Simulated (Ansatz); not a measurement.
## AgGeF3 (model cell, started as cubic perovskite with Ge in the octahedra): following an unstable mode

Aim: this structure of AgGeF3 (model cell, started as cubic perovskite with Ge in the octahedra) is to be tested for unstable modes, and one is followed downhill.

Program: Ansatz 0.2.0. Level of theory: DFT PBEsol, scalar-relativistic, plane waves, PAW; PAW set soft_1. Results are calculated unless marked as measured.

The structure was built from a prototype and need not be the compound's stable phase.

### Step 1. The structure

It takes space group Pm-3m (No. 221, cubic). The conventional cell has a = 4.264 Å, b = 4.264 Å, c = 4.264 Å, α = 90.00°, β = 90.00°, γ = 90.00°. Ag has 12 F at 3.02 Å nearest. Ge has 6 F at 2.13 Å nearest. Nearest to F lie 2 Ge at 2.13 Å. Farther neighbours and most contacts between anions are not listed.

### Step 2. Response at finite wavevector

The cell comes from relaxations at this level that are not shown. Stability and thermal properties need the whole zone. Linear response on a 4×4×4 q mesh gives force constants as far as a supercell of that size would.

The input, input.yaml:

```yaml
crystal:
  lattice:
    - [4.2639971677, 0.0, 0.0]
    - [0.0, 4.2639971677, 0.0]
    - [0.0, 0.0, 4.2639971677]
  atoms:
    - { symbol: Ag, position: [0.0, 0.0, 0.0] }
    - { symbol: Ge, position: [0.5, 0.5, 0.5] }
    - { symbol: F, position: [0.5, 0.5, 0.0] }
    - { symbol: F, position: [0.5, 0.0, 0.5] }
    - { symbol: F, position: [0.0, 0.5, 0.5] }
kpoints:
  mp_grid: { grid: [8, 8, 8] }
hamiltonian:
  xc: pbesol
  pseudopotentials: { kind: paw, azcp: { folder: soft_1 }, xc_functional: pbe }
scf:
  occupations: { method: methfessel_paxton, width: 0.2 }
output:
  eigenvalues: true
phonons:
  method: dfpt
  qmesh: [4, 4, 4]
  temperatures: { t_max: 1000, t_step: 50 }
  qpath:
    path:
      - [[0.0, 0.0, 0.0], [0.0, 0.5, 0.0], [0.5, 0.5, 0.0], [0.0, 0.0, 0.0], [0.5, 0.5, 0.5], [0.0, 0.5, 0.0]]
      - [[0.5, 0.5, 0.5], [0.5, 0.5, 0.0]]
    npoints: 10
```

Command:

```
$ ansatz run input.yaml --threads 4 --pin off --max-ram 16384MiB --backend cpu --events-out ev --progress --plain --runs-dir out
```

Numbers of over 12 decimals in the logs are rounded to 6 here.

The program printed:

```text
Engine: ansatz 0.2.0, aarch64-unknown-linux-gnu
Pseudopotentials: kind: paw
Pseudopotential: Ag, paw, valence charge 19, recommended cutoff 420 eV (normal), soft_1/Ag.paw.azcp
Pseudopotential: Ge, paw, valence charge 14, recommended cutoff 420 eV (normal), soft_1/Ge.paw.azcp
Pseudopotential: F, paw, valence charge 7, recommended cutoff 420 eV (normal), soft_1/F.paw.azcp
Functional definition: PBEsol
  exchange = pbesol_x
  correlation = pbesol_c
Crystal: 5 atoms, lattice volume = 77.527 Å³
Basis set: ecut = 420 eV, 1503 PW (Γ), exchange–correlation on 60×60×60 points (8 copies of the dense FFT grid, shifted against one another)
Bands: 33, of which v1, the nominal top of the filled ones, is band 27 counted from 1 (26 counted from 0)
Symmetry: 48 space group operations
k-points: 35 of 512
Non-local potential: Ag, projectors of the file, l = 0: 3, l = 1: 2, l = 2: 2, l = 3: 1
Non-local potential: Ge, projectors of the file, l = 0: 2, l = 1: 2, l = 2: 3, l = 3: 1
Non-local potential: F, projectors of the file, l = 0: 2, l = 1: 2, l = 2: 1
PAW form: soft (Blöchl's): semilocal exchange-correlation on the pseudo side does not see the compensation charge
PAW frozen core: Ag, regenerated for the run's functional, and the local potential with it (the file was generated under x = pbe(κ = 0.804, μ = 0.219515), c = pbe(β = 0.066725))
PAW frozen core: Ge, regenerated for the run's functional, and the local potential with it (the file was generated under x = pbe(κ = 0.804, μ = 0.219515), c = pbe(β = 0.066725))
PAW frozen core: F, regenerated for the run's functional, and the local potential with it (the file was generated under x = pbe(κ = 0.804, μ = 0.219515), c = pbe(β = 0.066725))
PAW one-centre angular grid: Ag, 590 points (default); XC on 64 Gauss nodes
PAW one-centre angular grid: Ge, 590 points (default); XC on 64 Gauss nodes
PAW one-centre angular grid: F, 110 points (default); XC on 64 Gauss nodes
Initial density: superposition of atomic densities (chi_scale 0.1, normalization cell, long waves kept (reshape's long-wave potential 0.10 eV rms))
Initial wavefunctions: pseudopotential atomic-orbital guess
Functional: x = pbesol(κ = 0.804, μ = 0.123457), c = pbesol(β = 0.046)
SCF iter   1: F=—  HF=-14184.083028 eV  |F-HF|=—  |Δ(HF+E_count)|=         —  Δρ=2.14e-1  dr2=3.44e1  ethr=3.10e-3  ⟨swp⟩=5.1  Hψ=4193  notcnv=0
preconditioner: auto → LDOS  [metal: Δε(μ)=0.026 eV  Ē_g=17.234 eV  σ=0.200 eV  W_gap=0.11  n_scr=26 (ndim 8)  ℏωp=28.6 eV  f_vac=0.037  D(μ)=2.58/eV (n_scr^D=18)  β→1.0]
SCF iter   2: F=—  HF=-14177.868685 eV  |F-HF|=—  |Δ(HF+E_count)|=    6.21e0  S|Δr|=    0.00e0  Δρ=1.22e-1  dr2=6.55e0  ethr=3.10e-3  ⟨swp⟩=3.5  Hψ=2948  notcnv=0  defer=42
SCF iter   3: F=—  HF=-14175.877873 eV  |F-HF|=—  |Δ(HF+E_count)|=    1.99e0  S|Δr|=    0.00e0  Δρ=3.52e-2  dr2=8.56e-1  ethr=3.10e-3  ⟨swp⟩=2.7  Hψ=2604  notcnv=0  defer=38
SCF iter   4: F=—  HF=-14175.633581 eV  |F-HF|=—  |Δ(HF+E_count)|=   2.44e-1  S|Δr|=    0.00e0  Δρ=1.49e-2  dr2=1.10e-1  ethr=1.59e-3  ⟨swp⟩=2.2  Hψ=2523  notcnv=0  defer=40
SCF iter   5: F=—  HF=-14175.623871 eV  |F-HF|=—  |Δ(HF+E_count)|=   9.71e-3  S|Δr|=    0.00e0  Δρ=4.75e-3  dr2=1.30e-2  ethr=2.04e-4  ⟨swp⟩=2.1  Hψ=2320  notcnv=0  defer=40
SCF iter   6: F=—  HF=-14175.622963 eV  |F-HF|=—  |Δ(HF+E_count)|=   9.08e-4  S|Δr|=    0.00e0  Δρ=9.21e-4  dr2=5.74e-4  ethr=2.41e-5  ⟨swp⟩=2.0  Hψ=2030  notcnv=0  defer=40
SCF iter   7: F=—  HF=-14175.622875 eV  |F-HF|=—  |Δ(HF+E_count)|=   8.78e-5  S|Δr|=    0.00e0  Δρ=2.18e-4  dr2=2.85e-5  ethr=1.06e-6  ⟨swp⟩=2.1  Hψ=1855  notcnv=0  defer=40
SCF iter   8: F=—  HF=-14175.622834 eV  |F-HF|=—  |Δ(HF+E_count)|=   4.06e-5  S|Δr|=    0.00e0  Δρ=2.71e-5  dr2=6.86e-7  ethr=5.28e-8  ⟨swp⟩=2.0  Hψ=1874  notcnv=0  defer=40
SCF iter   9: F=—  HF=-14175.622847 eV  |F-HF|=—  |Δ(HF+E_count)|=   1.27e-5  S|Δr|=    0.00e0  Δρ=2.25e-6  dr2=2.26e-9  ethr=1.27e-9  ⟨swp⟩=2.3  Hψ=1834  notcnv=0  defer=40
SCF iter  10: F=—  HF=-14175.622847 eV  |F-HF|=—  |Δ(HF+E_count)|=   1.49e-9  S|Δr|=    0.00e0  Δρ=3.37e-7  dr2=6.96e-11  ethr=4.18e-12  ⟨swp⟩=2.0  Hψ=2054  notcnv=0  defer=40
SCF iter  11: F=-14175.622847 eV  HF=-14175.622847 eV  |F-HF|=3.64e-12  |Δ(HF+E_count)|=  3.64e-12  S|Δr|=    0.00e0  Δρ=3.41e-8  dr2=8.45e-13  ethr=1.00e-12  ⟨swp⟩=11.5  Hψ=5799  notcnv=0
SCF 1 converged in 11 iterations: F = -14175.622847 eV  dr2 = 8.45e-13
  greatest PAW one-centre occupation: 1.000 electrons in one spin orbital (limit 2), on the Ag atom at site 0 (counted from 0), in its partial waves of l = 0
Initial density: read from a saved state, or passed on in memory by an earlier SCF of this step, an earlier step, the calling program or the single point that the run made first
iter 1 solved again at ethr=9.70e-8 eV; its pass at ethr=3.10e-3 eV (dr2=5.24e-5 eV) is discarded
SCF iter   1: F=—  HF=-14175.622850 eV  |F-HF|=—  |Δ(HF+E_count)|=         —  Δρ=2.96e-7  dr2=1.98e-11  ethr=9.70e-8  ⟨swp⟩=3.0  Hψ=6949  notcnv=0
eigensolver tolerance schedule: the retry pair's looser diagonalisation over-reported the residual by 2639542.66 of it (diagonalisation noise at an unbounded share of the residual, at the tolerance the schedule requests for it); recorded, not acted on — ethr = c·dr2/N_el stays at c = 1.0e-1
preconditioner: auto → Kerker (q_TF=auto, 2.569 Å⁻¹)  [metal: Δε(μ)=0.091 eV  Ē_g=16.472 eV  σ=0.200 eV  W_gap=0.38  n_scr=26 (ndim 8)  ℏωp=28.6 eV  f_vac=0.059  D(μ)=0.42/eV (n_scr^D=0)]
SCF iter   2: F=—  HF=-14175.622847 eV  |F-HF|=—  |Δ(HF+E_count)|=   2.44e-6  S|Δr|=    0.00e0  Δρ=1.60e-7  dr2=8.04e-12  ethr=1.00e-12  ⟨swp⟩=3.9  Hψ=5322  notcnv=0
SCF iter   3: F=-14175.622847 eV  HF=-14175.622847 eV  |F-HF|=7.28e-12  |Δ(HF+E_count)|=  3.64e-12  S|Δr|=    0.00e0  Δρ=9.24e-8  dr2=2.16e-12  ethr=1.00e-12  ⟨swp⟩=1.0  Hψ=2450  notcnv=0
SCF 2 converged in 3 iterations: F = -14175.622847 eV  dr2 = 2.16e-12
phonons: the bands overlap, so this run is a metal and interpolates without the dipole-dipole term. If the crystal is really an insulator or semiconductor, its LO-TO splitting is missing
NSCF: frozen V_eff on 35 k-points
NSCF: frozen V_eff on 125 k-points
DFPT response loops at q = (0, 0, 0) (fractional): preconditioner auto → Kerker (q_TF=auto, 2.569 Å⁻¹) (partly filled bands, converged f_vac=0.059); β = 1.00, the filter's whole step (`scf.mixing.beta` (0.50) is not read by the response loops under this deck's `scf.mixing.preconditioner`; to damp them name `kerker` or `kerker_dos`, under which they read `scf.mixing.beta`, and type it under 1.00, their step now; both keys bind the ground state too); Broyden in place of MSR1
NSCF: frozen V_eff on 400 k-points
DFPT response loops at q = (0, 0, 0.25) (fractional): mixed as the last ones told, above
NSCF: frozen V_eff on 250 k-points
DFPT response loops at q = (0, 0, -0.5) (fractional): mixed as the last ones told, above
NSCF: frozen V_eff on 640 k-points
DFPT response loops at q = (0, 0.25, 0.25) (fractional): mixed as the last ones told, above
NSCF: frozen V_eff on 400 k-points
DFPT response loops at q = (0, 0.25, -0.5) (fractional): mixed as the last ones told, above
NSCF: frozen V_eff on 250 k-points
DFPT response loops at q = (0, -0.5, -0.5) (fractional): mixed as the last ones told, above
NSCF: frozen V_eff on 1024 k-points
DFPT response loops at q = (0.25, 0.25, 0.25) (fractional): mixed as the last ones told, above
NSCF: frozen V_eff on 640 k-points
DFPT response loops at q = (0.25, 0.25, -0.5) (fractional): mixed as the last ones told, above
NSCF: frozen V_eff on 400 k-points
DFPT response loops at q = (0.25, -0.5, -0.5) (fractional): mixed as the last ones told, above
NSCF: frozen V_eff on 250 k-points
DFPT response loops at q = (-0.5, -0.5, -0.5) (fractional): mixed as the last ones told, above
SCF converged after 11 iterations
Stability not checked: this state was not tested for a lower state beside it, because cold or Methfessel-Paxton smearing, or corrected tetrahedra, fill the levels in a way that the test cannot read (fill_not_monotonic; see scf.lower_state_search)
Free energy (F): -14175.622847 eV
Harris-Foulkes:  -14175.622847 eV  (|F-HF|=3.64e-12)
Internal energy: -14175.625374 eV  (E = F + TS)
E sigma→0 (E₀):  -14175.623479 eV
Entropy (-TS):   0.002527 eV (0.505 meV/atom)
Fermi energy:    7.438253 eV
--- Per-component energies (eV) ---
  E_band       = -652.131879
  E_kinetic    = 1148.905615
  E_local      = -6587.722434  (includes V_loc(G=0)·N_el)
  E_nonlocal   = 512.688931
  E_hartree    = 2913.098541
  E_xc         = -453.201625
  E_vxc        = -554.424781  (∫ρ·V_xc dr)
  E_paw        = -6448.323877  (= ΣΔE_a)
  E_vpaw       = -997.778604  (= ΣTr[D̂ρ^β])
  E_aug_tail   = 0.002313  (compensation charges beyond the density's cutoff)
  E_ewald      = -5262.440842
  E_core_change = 1.368006  (= ΣΔE_core)
  E_smearing   = 0.002527  (= −TS)
  E_closure    = 0.000000  (closes the sum)
  Σ components = -14175.622847   (vs F -14175.622847, Δ=0.00e0)
--- Band table (eV; the first three rows and the last of 35) ---
  k-point 0: bands = [... 23 lower, 3.4660, 3.6188, 3.6188, 3.6188, 6.8526, 13.6854, 13.6854, 13.6854, ... 2 higher]
  k-point 1: bands = [... 23 lower, 3.5492, 3.6204, 3.6830, 3.6830, 7.0311, 13.1912, 13.7015, 13.7015, ... 2 higher]
  k-point 2: bands = [... 23 lower, 3.7107, 3.8206, 3.8206, 3.9772, 7.4865, 12.2265, 13.7589, 13.7589, ... 2 higher]
  k-point 34: bands = [... 23 lower, 3.5355, 3.7252, 3.7252, 8.4998, 8.5914, 10.4562, 10.4562, 10.4562, ... 2 higher]
--- Phonons (Γ-DFPT): 4 representative perturbations + reference (Σ response iterations 13) ---
  ASR residual: 2.046e-5 → 0.000e0 eV/Å²; symmetrization residual: 7.723e-6 eV/Å²
  ASR residual per site (eV/Å²): 2.87e-6 1.89e-6 2.05e-5 2.05e-5 2.05e-5
  Γ frequencies (cm⁻¹): -189.93 -189.93 -189.93 -79.26 -79.26 -79.26 -76.32 -76.32 -76.32 0.00 0.00 0.00 122.23 122.23 122.23
--- Phonons (arbitrary-q DFPT): 10 irreducible q on the 4×4×4 mesh ---
  q = [0.0000, 0.0000, 0.0000] (star 1, of the zone-centre solve; hermiticity 7.49e-6, symmetrization 2.58e-11): -189.93 -189.93 -189.93 -79.26 -79.26 -79.26 -76.32 -76.32 -76.32 -0.00 -0.00 0.00 122.23 122.23 122.23
  q = [0.0000, 0.0000, 0.2500] (star 6, 9 solved perturbations in 1560 linear systems a pass and spin channel, the states on 200 of 512 k-point pairs; hermiticity 1.68e-6, symmetrization 7.96e-12): -187.43 -187.43 -108.01 -76.47 -76.47 -73.83 -73.83 -71.03 19.30 19.30 22.70 114.42 114.42 162.11 226.79
  q = [0.0000, 0.0000, -0.5000] (star 3, 9 solved perturbations in 975 linear systems a pass and spin channel, the states on 125 of 512 k-point pairs; hermiticity 5.46e-7, symmetrization 2.80e-12): -185.51 -185.51 -105.06 -75.12 -75.12 -70.61 -70.61 -62.59 24.72 43.14 43.14 102.43 102.43 227.36 325.50
  q = [0.0000, 0.2500, 0.2500] (star 12, 9 solved perturbations in 2460 linear systems a pass and spin channel, the states on 320 of 512 k-point pairs; hermiticity 1.39e-6, symmetrization 5.58e-13): -184.20 -114.81 -106.87 -88.36 -74.08 -69.28 -53.56 -25.33 7.11 74.38 107.12 149.66 167.58 224.67 235.16
  q = [0.0000, 0.2500, -0.5000] (star 12, 15 solved perturbations on 200 of 512 k-point pairs; hermiticity 5.62e-7, symmetrization 8.79e-14): -181.47 -122.21 -94.88 -84.88 -69.99 -66.26 -39.99 -31.88 21.90 96.47 103.08 159.57 228.06 229.08 326.30
  q = [0.0000, -0.5000, -0.5000] (star 3, 9 solved perturbations in 975 linear systems a pass and spin channel, the states on 125 of 512 k-point pairs; hermiticity 1.33e-6, symmetrization 1.20e-12): -177.88 -134.56 -89.33 -89.33 -57.88 -57.88 -41.27 10.33 10.33 88.29 134.28 224.33 224.33 322.55 343.04
  q = [0.2500, 0.2500, 0.2500] (star 8, 4 solved perturbations in 1376 linear systems a pass and spin channel, the states on 512 of 512 k-point pairs; hermiticity 3.96e-7, symmetrization 1.40e-12): -116.50 -116.50 -110.86 -60.93 -60.93 -54.35 -28.44 82.88 82.88 148.62 164.60 164.60 222.54 222.54 250.99
  q = [0.2500, 0.2500, -0.5000] (star 12, 9 solved perturbations in 2460 linear systems a pass and spin channel, the states on 320 of 512 k-point pairs; hermiticity 4.05e-7, symmetrization 2.49e-12): -124.28 -120.76 -115.72 -61.84 -61.28 -45.79 72.11 96.06 114.44 159.36 161.94 220.01 225.24 245.47 331.26
  q = [0.2500, -0.5000, -0.5000] (star 6, 9 solved perturbations in 1560 linear systems a pass and spin channel, the states on 200 of 512 k-point pairs; hermiticity 1.46e-6, symmetrization 4.38e-13): -135.82 -123.67 -123.67 -62.52 -62.52 -53.66 108.82 108.82 136.72 156.95 219.69 219.69 226.07 322.09 327.36
  q = [-0.5000, -0.5000, -0.5000] (star 1, 4 solved perturbations in 350 linear systems a pass and spin channel, the states on 125 of 512 k-point pairs; hermiticity 6.60e-7, symmetrization 3.02e-12): -137.10 -137.10 -137.10 -62.38 -62.38 -62.38 139.50 139.50 139.50 213.48 213.48 213.48 216.16 321.26 321.26
  sum rule: each row above includes the acoustic sum rule's correction from the zone centre's row sums; it moved no ω² by more than (0.54 cm⁻¹)²
  mesh force constants: q→R imaginary residual 1.26e-18; ASR residual 2.046e-5 → 0.000e0 eV/Å²; symmetrization residual 2.220e-15 eV/Å²
  interpolated dispersion: 62 rows × 15 modes
  density of states and harmonic sums: on the 16×16×16 q-mesh, interpolated from the force constants of a 4×4×4 supercell (no non-analytic term)
  largest difference from the sums on the solved wave vectors: F 1.12e-2 eV, S 1.61e-5 and C_V 1.77e-5 eV/K
  zero-point energy: 0.076095 eV/cell   skipped modes (ω ≤ 0): 1211, of them read as no rigid motion or as one in doubt: 1208 (7.239e0 modes/cell left out, lowest -189.93 cm⁻¹)   left out of the sums: 4.83e-1 of the cell's modes: C_V's classical limit lies that fraction below 3 k_B per atom; for a crystal, a wire or a layer, F and S can be off by more, and a phonons.interpolated_qmesh denser along its periods is the remedy for the sampling
```

The job ended after 16 min (4 threads of Arm Neoverse V2, shared host; peak memory 2.8 GiB).

This step gave:

```yaml
volume_per_atom: 15.51 Å³
gap_on_the_k_mesh: 0 eV
sum_rule_residual_before_enforcement: 2.05e-5 eV/Å²
lowest_frequency_on_the_path: -189.9 cm⁻¹
point_group: m-3m
highest_frequency_on_the_path_or_at_a_solved_wavevector: 344.4 cm⁻¹
highest_optical_mode_at_the_zone_centre_no_lo_to_term: 122.2 cm⁻¹
lowest_optical_zone_centre_mode: -189.9 cm⁻¹
lowest_mode_on_the_q_mesh_acoustic_modes_at_gamma_apart: -189.9 cm⁻¹
```

Frequencies (cm⁻¹) solved at each irreducible wavevector; negative means imaginary. Frequencies by wavevector, by row:

```
q in reciprocal lattice units  star  mode 1  mode 2  mode 3  mode 4  mode 13  mode 14  mode 15
                        0 0 0     1  -189.9  -189.9  -189.9   -79.3    122.2    122.2    122.2
                     0 0 0.25     6  -187.4  -187.4    -108   -76.5    114.4    162.1    226.8
                     0 0 -0.5     3  -185.5  -185.5  -105.1   -75.1    102.4    227.4    325.5
                  0 0.25 0.25    12  -184.2  -114.8  -106.9   -88.4    167.6    224.7    235.2
                  0 0.25 -0.5    12  -181.5  -122.2   -94.9   -84.9    228.1    229.1    326.3
                  0 -0.5 -0.5     3  -177.9  -134.6   -89.3   -89.3    224.3    322.6      343
               0.25 0.25 0.25     8  -116.5  -116.5  -110.9   -60.9    222.5    222.5      251
               0.25 0.25 -0.5    12  -124.3  -120.8  -115.7   -61.8    225.2    245.5    331.3
               0.25 -0.5 -0.5     6  -135.8  -123.7  -123.7   -62.5    226.1    322.1    327.4
               -0.5 -0.5 -0.5     1  -137.1  -137.1  -137.1   -62.4    216.2    321.3    321.3
```

Interpolated from a 4×4×4 q mesh. Phonon branches along the path, in cm⁻¹:

```csv
point,branch 1,branch 2,branch 3,branch 4,branch 12,branch 13,branch 14,branch 15
Γ,-190,-190,-190,-79,0,122,122,122
halfway,-187,-187,-108,-76,114,114,162,227
X,-186,-186,-105,-75,102,102,227,326
halfway,-182,-122,-95,-85,160,228,229,326
M,-178,-135,-89,-89,224,224,322,343
halfway,-184,-115,-107,-88,150,168,225,235
Γ,-190,-190,-190,-79,0,122,122,122
halfway,-116,-116,-111,-61,165,222,222,251
R,-137,-137,-137,-62,214,216,321,321
halfway,-124,-121,-116,-62,220,225,246,331
X,-186,-186,-105,-75,102,102,227,326
jump to R,-137,-137,-137,-62,214,216,321,321
halfway,-136,-124,-124,-62,220,226,322,327
M,-178,-135,-89,-89,224,224,322,343
```

Symmetry leaves 10 wavevectors to solve. The lowest mode among them, the acoustic zeros apart, lies at Γ and is imaginary, 189.9i cm⁻¹, so the energy falls along it.

### Step 3. The mode frozen in, largest atomic shift 0 Å

The mode followed lies at q = (0, 0, -0.5) with frequency 185.5i cm⁻¹ and is 2-fold degenerate, one of the unstable modes though not the softest. At small amplitude the distorted cell has space group no. 51 by a symmetry search on the positions. The undistorted cell that holds it gives the zero of energy on the same k mesh.

System of this step: AgGeF3 (model cell, started as cubic perovskite with Ge in the octahedra). It takes space group Pm-3m (No. 221, cubic). The conventional cell has a = 4.264 Å, b = 4.264 Å, c = 4.264 Å, α = 90.00°, β = 90.00°, γ = 90.00°. Nearest to Ag lie 12 F at 3.02 Å. Nearest to Ge lie 6 F at 2.13 Å. Nearest to F lie 2 Ge at 2.13 Å. Nearest to F lie 2 Ge at 2.13 Å. Farther neighbours and most contacts between anions are not listed.

The input, input.yaml:

```yaml
crystal:
  lattice:
    - [4.2639971677, 0.0, 0.0]
    - [0.0, 4.2639971677, 0.0]
    - [0.0, 0.0, 8.5279943354]
  atoms:
    - { symbol: Ag, position: [0.0, 0.0, 0.0] }
    - { symbol: Ag, position: [0.0, 0.0, 0.5] }
    - { symbol: Ge, position: [0.5, 0.5, 0.25] }
    - { symbol: Ge, position: [0.5, 0.5, 0.75] }
    - { symbol: F, position: [0.5, 0.5, 0.0] }
    - { symbol: F, position: [0.5, 0.5, 0.5] }
    - { symbol: F, position: [0.5, 0.0, 0.25] }
    - { symbol: F, position: [0.5, 0.0, 0.75] }
    - { symbol: F, position: [0.0, 0.5, 0.25] }
    - { symbol: F, position: [0.0, 0.5, 0.75] }
kpoints:
  mp_grid: { grid: [8, 8, 4] }
hamiltonian:
  xc: pbesol
  pseudopotentials: { kind: paw, azcp: { folder: soft_1 }, xc_functional: pbe }
scf:
  occupations: { method: methfessel_paxton, width: 0.2 }
output:
  forces: true
  stress: true
  eigenvalues: true
```

The program printed:

```text
[...]
Crystal: 10 atoms, lattice volume = 155.053 Å³
Basis set: ecut = 420 eV, 3013 PW (Γ), exchange–correlation on 60×60×120 points (8 copies of the dense FFT grid, shifted against one another)
Bands: 65, of which v1, the nominal top of the filled ones, is band 54 counted from 1 (53 counted from 0)
Symmetry: 32 space group operations
[...]
k-points: 45 of 256
[...]
k-point 0: bands = [... 50 lower, 3.8890, 3.9895, 3.9895, 5.4374, 6.8526, 8.1119, 11.4480, 12.3989, ... 7 higher]
  k-point 1: bands = [... 50 lower, 3.8409, 3.9423, 3.9423, 4.9710, 7.0311, 7.9568, 11.5145, 13.1867, ... 7 higher]
  k-point 2: bands = [... 50 lower, 3.8206, 3.8206, 3.9771, 3.9771, 7.4865, 7.4865, 12.2265, 12.2265, ... 7 higher]
  k-point 44: bands = [... 50 lower, 3.8100, 3.8100, 7.6081, 7.6081, 8.7197, 8.7197, 10.3117, 10.3117, ... 7 higher]
[key lines of the parts left out:]
SCF converged after 9 iterations
Free energy (F): -28351.245694 eV
Fermi energy:    7.438259 eV
P = ⅓ Tr σ = 0.0089 GPa (0.089 kbar)
```

It took 6.5 s on 4 threads; peak memory 0.68 GiB.

Numbers from this step:

```
pressure                         : 0.008918 GPa
energy from the undistorted cell : 0 meV/atom
```

The run ends at a pressure of 0.01 GPa.

[end of part 1 of 3]

[Logs are printed without paths, hosts, clocks, repeated set-up lines and the standing remarks that a program may print on its own settings, such as how far it seeks lower states.]

[Hosts, paths, dates, database ids (printed as entryN), source tags and the programs' standing remarks are cut or masked in the printed files.]
